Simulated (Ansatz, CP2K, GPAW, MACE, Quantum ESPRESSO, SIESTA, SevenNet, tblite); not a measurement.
## Random rock-salt alloy of CaS and PbS (64 atoms) in other programs, against a plane-wave reference

Wanted: errors and costs of other methods on random rock-salt alloy of CaS and PbS (64 atoms). A plane-wave run serves as the reference.

Calculated with Ansatz 0.2.0; Kohn-Sham DFT, PBE, PAW, plane waves.

## (1) Starting point

The cell holds 64 atoms: 24 Ca, 32 S and 8 Pb. Cell: a = 11.503 Å, b = 11.503 Å, c = 11.503 Å, α = 90.0°, β = 90.0°, γ = 90.0°. It derives from CaS (rock-salt), repeated 2×2×2. Rock-salt CaS, 2 x 2 x 2 conventional cells, 8 of 32 Ca sites given to Pb at random (x = 0.250), lattice by Vegard's rule (a = 5.752 Å); not relaxed, displaced by a Gaussian of 0.02 Å. Then every atom was moved at random, 0.02 Å r.m.s. a Cartesian component.

## (2) Plane-wave reference

The PAW files are the set soft_2.

Contents of input.yaml:

```yaml
crystal:
  lattice:
    - [11.503, 0.0, 0.0]
    - [0.0, 11.503, 0.0]
    - [0.0, 0.0, 11.503]
  atoms:
    - { symbol: Ca, position: [0.00158, 0.00806, 0.00216] }
    - { symbol: S, position: [0.25291, 0.00489, 0.00109] }
    - { symbol: Pb, position: [0.9982, 0.25331, 0.24927] }
    - { symbol: S, position: [0.25199, 0.25106, 0.2508] }
    [... 54 atom lines left out ...]
    - { symbol: Ca, position: [0.50648, 0.75075, 0.7524] }
    - { symbol: S, position: [0.74966, 0.74771, 0.74898] }
    - { symbol: Pb, position: [0.75322, 0.5025, 0.74618] }
    - { symbol: S, position: [0.499, 0.50226, 0.74654] }
    - { symbol: Ca, position: [0.75174, 0.75396, 0.50093] }
    - { symbol: S, position: [0.49939, 0.74707, 0.50079] }
kpoints:
  mp_grid: { grid: [1, 1, 1] }
hamiltonian:
  xc: pbe
scf:
  occupations: { method: fermi_dirac, width: 0.05 }
output:
  forces: true
  eigenvalues: true
  populations: true
  stress: true
```

Command:

```bash
ansatz run input.yaml --threads 8 --pin off --max-ram 15872MiB --backend cpu --events-out ev --progress --plain --runs-dir out
```

Numbers of over 12 decimals in the logs are rounded to 6 here.

The log of the run:

```text
[...]
Pseudopotentials: kind: paw
Pseudopotential: Ca, paw, valence charge 10, recommended cutoff 420 eV (normal), Ca.paw.azcp
Pseudopotential: S, paw, valence charge 6, recommended cutoff 420 eV (normal), S.paw.azcp
Pseudopotential: Pb, paw, valence charge 14, recommended cutoff 420 eV (normal), Pb.paw.azcp
[...]
Crystal: 64 atoms, lattice volume = 1522.066 Å³
Basis set: ecut = 420 eV, 29711 PW (Γ), exchange–correlation on 160×160×160 points (8 copies of the dense FFT grid, shifted against one another)
Bands: 336, of which v1, the nominal top of the filled ones, is band 272 counted from 1 (271 counted from 0)
Symmetry: 1 space group operations
Space group: P1 (ITA 1), of the structure as read, at distance tolerance 1.2e-4 Å
k-points: 1
[...]
Initial density: superposition of atomic densities (neutral atoms: chi_scale 0, normalization atom), corrected by the library's trained network
Initial wavefunctions: pseudopotential atomic-orbital guess
[...]
SCF iter   1: F=—  HF=-167831.659533 eV  |F-HF|=—  |Δ(HF+E_count)|=         —  Δρ=3.22e-3  dr2=1.95e-1  ethr=1.77e-3  ⟨swp⟩=12.0  Hψ=1818  notcnv=0  defer=15
preconditioner: auto → Resta (q_TF=auto, 2.298 Å⁻¹)  ε∞=3.6  [insulator: Δε(μ)=1.952 eV  Ē_g=11.103 eV  σ=0.050 eV  W_gap=1.00  n_scr=304 (ndim 8)  ℏωp=17.9 eV  f_vac=0.000  D(μ)=0.00/eV (n_scr^D=0)  ε∞_Penn≈3.6]
[...]
SCF iter   7: F=—  HF=-167831.636852 eV  |F-HF|=—  |Δ(HF+E_count)|=   7.49e-7  Δρ=3.31e-6  dr2=1.63e-7  ethr=4.73e-10  ⟨swp⟩=3.0  Hψ=460  notcnv=0  defer=38
SCF iter   8: F=-167831.636852 eV  HF=-167831.636852 eV  |F-HF|=5.79e-9  |Δ(HF+E_count)|=   1.94e-7  Δρ=8.41e-7  dr2=1.92e-8  ethr=1.84e-11  ⟨swp⟩=18.0  Hψ=2300  notcnv=0
SCF 1 converged in 8 iterations: F = -167831.636852 eV  dr2 = 1.92e-8
[...]
SCF converged after 8 iterations
Free energy (F): -167831.636852 eV
Harris-Foulkes:  -167831.636852 eV  (|F-HF|=5.79e-9)
Internal energy: -167831.636852 eV  (E = F + TS)
E sigma→0 (E₀):  -167831.636852 eV
Entropy (-TS):   -0.000000 eV (-0.000 meV/atom)
Fermi energy:    8.106993 eV
--- Per-component energies (eV) ---
[...]
Σ components = -167831.636852   (vs F -167831.636852, Δ=0.00e0)
--- Forces (eV/Å), atoms counted from 1 ---
  atom   1  Ca    -0.10584036    -0.47368709    -0.16092565
  atom   2  S     -0.16259571     0.36452381    -0.08733529
  atom   3  Pb     0.19863661    -0.24235992     0.26886334
  atom   4  S     -0.23027169    -0.07620717    -0.63266036
[...]
atom  64  S      0.16873105     0.20874185     0.04019907
  max |Σ_I F_I| component: 1.03e-4 eV/Å
--- Stress (GPa, compression-positive) ---
        2.080587      -0.003652      -0.007405
       -0.003652       2.051680      -0.000405
       -0.007405      -0.000405       2.139919
  P = ⅓ Tr σ = 2.0907 GPa (20.907 kbar)
--- Band table (eV) ---
  k-point 0: bands = ["-33.1860", "-33.1372", "-33.1345", "-33.1291", [... 320 levels ...], "11.5687", "11.5746", "11.5981", "11.6138", "11.6302", "11.6396", "11.6537", "11.6577", "11.6719", "11.6870", "11.7165", "11.7229"]
--- Löwdin populations: 64 sites ---
  site symbol       q [e]
     0     Ca      8.4408
     1      S      7.1410
     2     Pb     13.5361
[...]
63      S      7.3101
  spilling = 0.012890 (of n_electrons = 544.000000)
```

The job ended after 8.9 s (8 threads of Arm Neoverse V2, shared host; peak memory 1.8 GiB; 62 s of CPU time).

In the SCF lines HF is the Harris–Foulkes energy and dr2 the Hartree energy of the density residual, in eV; the loop may stop once dr2 is under the threshold and the program's other checks hold. Hψ counts applications of the Hamiltonian.

Read from the output:

| Property | Result |
| --- | --- |
| free energy | -167831.6369 eV |
| free energy per atom | -2622.3693 eV/atom |
| SCF cycles | 8 |
| pressure | 2.091 GPa |
| r.m.s. force component | 0.295 eV/Å |
| longest force | 1.106 eV/Å |
| Fermi energy | 8.107 eV |
| gap (highest filled to lowest empty level) | 1.891 eV |
| spilling of the projection | 0.01289 |

Length of the force by element:

```
element  coordination  atoms  mean length of the force (eV/Å)  spread   least   most
     Ca           all     24                            0.261   0.106  0.0956  0.511
     Pb           all      8                            0.393   0.123   0.221  0.583
      S           all     32                            0.605   0.231   0.109   1.11
```

The levels nearest the highest filled one (over half full), pooled over k-points and spins:

```
level less the highest filled one (eV)  occupation
                                -0.987           2
                                -0.903           2
                                -0.459           2
                               -0.0982           2
                               -0.0436           2
                                     0           2
                                  1.89           0
                                  1.90           0
                                  1.92           0
                                  2.27           0
                                  2.29           0
                                  2.32           0
```

The run ends at a pressure of 2.09 GPa, with forces up to 1.1 eV/Å.

## (3) The other programs

The programs:
- CP2K 2026.2: Gaussian basis with GTH pseudopotentials and a plane-wave density; labels give functional, basis (MOLOPT sets; SR short-range, UZH the newer set with its own potentials), grid cutoff/relative cutoff and solver (OT: orbital transformation; TRS4, TC2, SIGN: linear-scaling purification with its sparsity filter), or its built-in tight binding.
- GPAW 26.7.0: PAW with atomic orbitals (LCAO), plane waves or a real-space grid of spacing h.
- MACE: machine-learned potential, published weights.
- Quantum ESPRESSO 7.5: plane waves; labels (QE) give functional, pseudopotential set and cutoffs of waves/density.
- SIESTA 5.4.2: numerical atomic orbitals, whose automatically made sets are far from complete, with PseudoDojo norm-conserving potentials that we converted to its format (checked against plane waves on the same files for H, C, O, Si, Ge and Ca alone); labels give functional, basis size, energy shift and mesh cutoff.
- SevenNet: machine-learned potential, published weights.
- tblite 0.8.0: extended tight binding, driven from Python.

All use the same cell and atoms; the electronic-structure runs use the same k-mesh, and an electronic temperature of 580 K (0.05 eV) where levels are smeared.

Differences are against the plane-wave reference, forces as r.m.s. over components; share is that over the reference's r.m.s. force, slope the least-squares factor from reference forces to these. Total energies of different programs have different zeros and aren't compared.

```
                                                                    run  Δ force, r.m.s. (meV/Å)  share (%)  slope  Δ pressure (GPa)  Δ gap (eV)  cores  CPU time  memory (GiB)
                                                              reference                        -          -      -                 -           -      8      62 s           1.8
                   CP2K LDA, DZVP-MOLOPT-SR, 600/50 Ry, diagonalisation                     65.9       22.3  0.813             -4.35     -0.0383      2   2.5 min           3.8
            CP2K PBE+D3(BJ), DZVP-MOLOPT-SR, 600/50 Ry, diagonalisation                     15.0       5.08  1.003             -1.80      0.0801      2   3.7 min           4.0
          CP2K PBE, DZVP-MOLOPT-SR, 210/50 Ry, diagonalisation (coarse)                     14.4       4.87  1.001             0.514      0.0801      2   2.2 min           1.2
          CP2K PBE, DZVP-MOLOPT-SR, 600/20 Ry, diagonalisation (coarse)                     16.3       5.51  0.980             0.475      0.0805      2   2.6 min           4.0
                   CP2K PBE, DZVP-MOLOPT-SR, 600/50 Ry, diagonalisation                     14.7       4.98  1.003             0.515      0.0801      2   3.7 min           4.0
                   CP2K PBE, DZVP-MOLOPT-SR, 840/50 Ry, diagonalisation                     14.7       4.98  1.003             0.515      0.0801      4   5.1 min           8.8
           CP2K PBE, SZV-MOLOPT-SR, 600/50 Ry, diagonalisation (coarse)                      394        133  0.179              3.05       -1.07      1   3.1 min           3.8
     CP2K PBE, TZV2P-MOLOPT (SR for Ca, Pb), 600/50 Ry, diagonalisation                     11.2       3.81  0.996             0.244       0.111      4   6.9 min           6.5
                         CP2K PBE, TZVP-UZH, 600/50 Ry, diagonalisation                     19.6       6.64  1.062             0.565      0.0808      4   4.1 min           5.9
CP2K PBEsol, PBE potentials, DZVP-MOLOPT-SR, 600/50 Ry, diagonalisation                     11.6       3.95  1.014             -1.27      -0.026      2   3.3 min           4.0
                                            GPAW PBE, LCAO dzp, h 0.2 Å                     29.3       9.92  1.059                 -      0.0225      1     4 min           1.7
                      GPAW PBE, LCAO dzp, h 0.2 Å, other mixer settings                     29.2       9.89  1.061                 -      0.0225      1   6.2 min           1.6
                                  GPAW PBE, LCAO dzp, h 0.28 Å (coarse)                     37.4       12.7  1.045                 -      0.0243      1   1.8 min          0.85
                              GPAW PBE, LCAO szp(dzp), h 0.2 Å (coarse)                     32.9       11.2  1.081                 -       0.238      1   2.7 min           1.6
                                         GPAW revPBE, LCAO dzp, h 0.2 Å                     32.0       10.9  1.071                 -      0.0766      1   4.1 min           1.7
                                            MACE MP-0b2 small potential                     55.8       18.9  0.873            -0.188           -      1     5.3 s          0.67
                                           MACE MP-0b3 medium potential                     42.0       14.2  0.927            -0.410           -      1     6.4 s          0.75
                               QE PBE, sssp-1.3.0-efficiency, 45/360 Ry                     3.87       1.31  1.011           -0.0297      0.0119      4    22 min           3.5
                 QE PBE, sssp-1.3.0-efficiency, 45/360 Ry, rmm-davidson                     3.97       1.34  1.011            -0.024      0.0119      4    19 min           3.6
                    SIESTA PBE, DZ, shift 0.01 Ry, mesh 300 Ry (coarse)                      160       54.2  1.354             0.585       0.550      1      55 s          0.61
                   SIESTA PBE, DZP, shift 0.01 Ry, mesh 150 Ry (coarse)                      122       41.4  0.944              3.89       0.226      1      65 s          0.55
                            SIESTA PBE, DZP, shift 0.01 Ry, mesh 300 Ry                      122       41.5  0.944              3.89       0.227      1   2.3 min          0.97
                    SIESTA PBE, SZ, shift 0.01 Ry, mesh 300 Ry (coarse)                      195       66.1  1.471             0.813       0.150      1      46 s          0.52
                   SIESTA PBE, SZP, shift 0.01 Ry, mesh 300 Ry (coarse)                      127       43.1  0.953              4.59       0.246      1   1.8 min          0.87
                                                SevenNet l3i5 potential                     50.3       17.0  1.054             0.191           -      1     7.5 s          0.97
                                                       tblite IPEA1-xTB                      147       49.8  0.701             -10.3           -      1     4.1 s          0.13
```

Rows marked coarse were listed beforehand as settings not expected to be converged; some can still land near the reference.

Times of the machine-learned potentials are mostly Python's start and the loading of weights.

CPU time is summed over cores on a shared host, where runs went side by side, so it is rough. Symmetry, cutoffs, thresholds, outputs and thread counts weren't matched or tuned between programs; memory under MPI is the largest rank's times the ranks.

Left out of the table, since they converged to an unphysical state: CP2K GFN1-xTB, diagonalisation (forces off by up to 2.9 eV/Å).

Runs without a result: tblite GFN2-xTB (not converged).

Mean charges by element (e), by run and scheme:

```
                                                                    run     scheme     Ca      S     Pb
                   CP2K LDA, DZVP-MOLOPT-SR, 600/50 Ry, diagonalisation   Mulliken  +0.52  -0.48  +0.36
            CP2K PBE+D3(BJ), DZVP-MOLOPT-SR, 600/50 Ry, diagonalisation   Mulliken  +0.59  -0.58  +0.54
                   CP2K PBE, DZVP-MOLOPT-SR, 600/50 Ry, diagonalisation   Mulliken  +0.59  -0.58  +0.54
                   CP2K PBE, DZVP-MOLOPT-SR, 840/50 Ry, diagonalisation   Mulliken  +0.59  -0.58  +0.54
     CP2K PBE, TZV2P-MOLOPT (SR for Ca, Pb), 600/50 Ry, diagonalisation   Mulliken  +1.31  -1.19  +0.81
                         CP2K PBE, TZVP-UZH, 600/50 Ry, diagonalisation   Mulliken  +1.03  -1.00  +0.90
CP2K PBEsol, PBE potentials, DZVP-MOLOPT-SR, 600/50 Ry, diagonalisation   Mulliken  +0.54  -0.53  +0.51
                            SIESTA PBE, DZP, shift 0.01 Ry, mesh 300 Ry  Hirshfeld  +0.25  -0.26  +0.31
                                                       tblite IPEA1-xTB   Mulliken  +0.40  -0.40  +0.41
```

Within one program, basis, potentials and functional, energies share a zero. Each run against its twin at the usual cutoff or grid and solver:

```
                                                   run                                        twin  Δ energy (meV/atom)  Δ force, r.m.s. (meV/Å)        CPU time over the twin's
  CP2K PBE, DZVP-MOLOPT-SR, 210/50 Ry, diagonalisation  DZVP-MOLOPT-SR, 600/50 Ry, diagonalisation               0.0789                     5.27                            0.58
  CP2K PBE, DZVP-MOLOPT-SR, 600/20 Ry, diagonalisation  DZVP-MOLOPT-SR, 600/50 Ry, diagonalisation                0.998                     16.4                            0.69
  CP2K PBE, DZVP-MOLOPT-SR, 840/50 Ry, diagonalisation  DZVP-MOLOPT-SR, 600/50 Ry, diagonalisation              -1.0e-4                    0.059  1.4 (this twin ran on 2 cores)
     GPAW PBE, LCAO dzp, h 0.2 Å, other mixer settings                           LCAO dzp, h 0.2 Å               1.0e-4                     2.40                             1.5
                          GPAW PBE, LCAO dzp, h 0.28 Å                           LCAO dzp, h 0.2 Å                  213                     39.0                            0.46
QE PBE, sssp-1.3.0-efficiency, 45/360 Ry, rmm-davidson            sssp-1.3.0-efficiency, 45/360 Ry                    0                      0.3                            0.88
           SIESTA PBE, DZP, shift 0.01 Ry, mesh 150 Ry             DZP, shift 0.01 Ry, mesh 300 Ry               -0.485                     3.68                            0.48
```

## (4) Outcome

```yaml
reference_r_m_s_force_component: 0.295 eV/Å
nearest_in_forces: a tie at 1.3 % of 2 runs: QE PBE, sssp-1.3.0-efficiency, 45/360 Ry; QE PBE, sssp-1.3.0-efficiency, 45/360 Ry, rmm-davidson
farthest_in_forces: CP2K PBE, SZV-MOLOPT-SR, 600/50 Ry, diagonalisation (coarse), 133 %
cheapest_electronic_structure_run_beside_the_reference: tblite IPEA1-xTB, 4.1 s of CPU time
```

PBE on plane waves or a grid with other potentials, cutoffs or grids, coarse settings apart, differs from the reference by 1.3 % in each run of the r.m.s. force; this holds the reference's own error, so differences of a few per cent don't tell which side is nearer the exact PBE result (QE's 45 Ry are 612 eV, against the reference's 420 eV). The PBE runs in local orbitals, coarse settings apart, differ by 3.8 % (CP2K PBE, TZV2P-MOLOPT (SR for Ca, Pb), 600/50 Ry, diagonalisation) to 41 % (SIESTA PBE, DZP, shift 0.01 Ry, mesh 300 Ry); basis, grid and potentials can all enter. Tight binding differs by 50 % (tblite IPEA1-xTB); it is another model, with fitted parameters of its own, and the xTB methods hold dispersion. Machine-learned potentials differ by 14 % (MACE MP-0b3 medium potential) to 19 % (MACE MP-0b2 small potential); they were trained on other programs' data. Rows with another functional or a dispersion term differ by 3.9 % (CP2K PBEsol, PBE potentials, DZVP-MOLOPT-SR, 600/50 Ry, diagonalisation) to 22 % (CP2K LDA, DZVP-MOLOPT-SR, 600/50 Ry, diagonalisation), which mixes the change of model with differences of basis and potentials, some of them made for another functional. IPEA1-xTB was fitted to ionisation energies and electron affinities, not to forces or charges. Runs with settings chosen to be coarse differ by 4.9 % (CP2K PBE, DZVP-MOLOPT-SR, 210/50 Ry, diagonalisation) to 133 % (CP2K PBE, SZV-MOLOPT-SR, 600/50 Ry, diagonalisation), their programs' other errors included. One electronic-structure run takes under half the reference's CPU time: tblite IPEA1-xTB, at 50 % in 4.1 s against 62 s; its pressure misses by -10.3 GPa. At the same functional, gaps differ from the reference's 1.89 eV by between -1.07 and +0.55 eV. A likely cause of the wide gaps: compact atomic orbitals describe empty levels worse than filled ones. These are spacings on the run's k-points, which needn't hold the band edges. In pressure, SIESTA PBE, SZP, shift 0.01 Ry, mesh 300 Ry misses by +4.6 GPa, at the same functional. Charges hang on model, scheme and program or settings: among these rows the mean for Ca runs from +0.25 to +1.31 e. In the reference: filled and empty levels are parted by 1.89 eV at Γ alone; the mesh holds the band edges only if they fold onto it, so the gap at this level can be narrower or closed. Periodic xTB results under one method name differ between programs and library versions. The potentials hold different valence shells: 544 electrons in the reference, 464 in CP2K with TZVP-UZH; this bears on time and differences. Machine-learned potentials mimic data converged in k, so the reference's own k-point error enters their differences. The host structure and its lattice constant were typed by rule, without a check against the phase diagram. The reference's pressure of 2.1 GPa belongs to a cell and atoms that aren't relaxed at this level. The electronic-structure runs sample only Γ, in a cell whose shortest periodic width is 12 Å. Spin–orbit coupling is left out, which matters for the levels of the heavy elements.

[Also dropped from logs without a mark: logging warnings of Python, and SIESTA's first energy breakdown and zero terms.]

[Logs are printed without paths, hosts, clocks, repeated set-up lines and the standing remarks that a program may print on its own settings, such as how far it seeks lower states.]

[Hosts, paths, dates, database ids (printed as entryN), source tags and the programs' standing remarks are cut or masked in the printed files.]
